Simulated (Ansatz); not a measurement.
Rows from a G0W0 calculation on H2CClF (P2_1) (Ansatz 0.2.0; G0W0 on PBE, plane waves, PAW; PAW set soft_1; 2×4×2 mesh, 107 empty bands, screening to 150 eV, PAW set soft_1 files), in eV. Spin-orbit coupling is left out.

```tsv
row	k	band	start	Σx	Σc at the solution	Vxc
A	(-0.500, -0.500, 0.000)	v1	-0.643	-22.056	2.981	-17.239
B	(-0.500, 0.000, 0.000)	v1	-0.690	-21.480	2.830	-16.807
C	(-0.500, 0.000, 0.000)	c1	5.351	-8.736	-3.394	-14.400
D	(-0.500, 0.000, 0.000)	v2	-0.831	-21.533	2.896	-16.777
E	(-0.500, 0.000, 0.000)	c2	6.073	-8.551	-3.392	-14.282
F	(-0.500, -0.500, 0.000)	c1	5.897	-9.356	-3.489	-15.320
```

**Question.** Give the quasiparticle energies and the shift of each level.

The quasiparticle equation reads E = start + Σx + Σc(E) − Vxc.

```tsv
row	E (eV)	shift (eV)
A	-2.480	−1.837
B	-2.533	−1.843
C	7.622	+2.270
D	-2.690	−1.859
E	8.413	+2.340
F	8.373	+2.476
```

Limits: not at the basis limit; coarse k mesh.

[Paths, hosts, dates, memory and timing lines, banners, echoed tables and standing remarks are left out of the program output.]

[Logs are printed without paths, hosts, clocks, repeated set-up lines and the standing remarks that a program may print on its own settings, such as how far it seeks lower states.]

[Runs of the session that timed out or met a known fault of the program may be left out.]

[Cells called generated may have been cut or substituted from an entry of the Crystallography Open Database or the Materials Project.]

[Hosts, paths, dates, database ids (printed as entryN), source tags and the programs' standing remarks are cut or masked in the printed files.]
